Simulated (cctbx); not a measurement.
## What is wrong with this refinement?

Cell a = 4.7030 Å, b = 4.7030 Å, c = 7.7610 Å, α = 90.00°, β = 90.00°, γ = 120.00°; space group P6_3/mmc (no. 194). The compound is CeNdZn.

The data are simulated with cctbx, not measured: synchrotron X-rays, λ = 0.6889 Å, to d = 0.6 Å, 50 % of the full sphere, strongest reflection 70000 counts, noise from counting, a 2 % proportional error and a noise floor of 4 counts (s.d.); no absorption.

An anisotropic refinement with weights 1/σ² prints:

```text
Rint 0.021, 162 unique reflections to 0.60 A
cycle     R1     wR2    GooF  max shift (A)
   1  0.0480  0.1641  10.733   0.00000
   2  0.0075  0.0190   1.244   0.00000
final R1 0.0075 wR2 0.0190 GooF 1.244  parameters 6  data/parameter 27.0
atom        x        y        z      Ueq    occ   su(xyz)  su(Uiso or U11)
Nd1    0.00000  0.00000  0.00000   0.0166  1.000  0.00000  0.0001
Ce1    0.66667  0.33333  0.25000   0.0180  1.000  0.00000  0.0001
Zn1    0.66667  0.33333  0.75000   0.0105  1.000  0.00000  0.0001
difference map: max 0.72 min -0.54 rms 0.11
Q1    0.3333  0.6667  0.2500    2    0.73  0.00 A from Zn1
Q2    0.0000  0.0000  0.0000    2    0.38  0.00 A from Nd1
Q3    0.0838  0.5419  0.5096   12    0.33  2.12 A from Ce1
Q4    0.0000  0.0000  0.1191    4    0.28  0.92 A from Nd1
Q5    0.1096  0.2192  0.7500    6    0.27  1.82 A from Ce1
Q6    0.1324  0.2647  0.2500    6    0.22  1.64 A from Zn1
```

Q: Accept it or mend it, and why?

Mend it. The fault: anomalous dispersion left out. Against the right model at the same level, R1 goes from 0.0061 to 0.0075 and GooF from 0.87 to 1.24. No atom is wrong: without f′ and f″ the atoms near an edge get the wrong scattering power, which U and the scale absorb. The signs are weak, and the output alone doesn't single this fault out.

The compound is CeNdZn. The right model at the same level gives:

```text
Rint 0.021, 162 unique reflections to 0.60 A
cycle     R1     wR2    GooF  max shift (A)
   1  0.0435  0.1582  10.345   0.00000
   2  0.0061  0.0133   0.868   0.00000
final R1 0.0061 wR2 0.0133 GooF 0.868  parameters 6  data/parameter 27.0
atom        x        y        z      Ueq    occ   su(xyz)  su(Uiso or U11)
Nd1    0.00000  0.00000  0.00000   0.0165  1.000  0.00000  0.0000
Ce1    0.66667  0.33333  0.25000   0.0178  1.000  0.00000  0.0000
Zn1    0.66667  0.33333  0.75000   0.0118  1.000  0.00000  0.0001
difference map: max 0.32 min -0.51 rms 0.10
Q1    0.0910  0.5455  0.9963   12    0.34  2.15 A from Ce1
Q2    0.1122  0.2243  0.7500    6    0.27  1.80 A from Ce1
Q3    0.0000  0.0000  0.1192    4    0.27  0.93 A from Nd1
Q4    0.1362  0.2724  0.2500    6    0.26  1.61 A from Zn1
Q5    0.2177  0.4353  0.9959   12    0.22  1.77 A from Nd1
Q6    0.3333  0.6667  0.6370    4    0.21  0.88 A from Ce1
```

The model is made up (kin elements in a known structure type, no relaxation), so it says nothing on whether the phase exists.

[Middle refinement cycles are left out of these outputs.]

[Logs are printed without paths, hosts, clocks, repeated set-up lines and the standing remarks that a program may print on its own settings, such as how far it seeks lower states.]
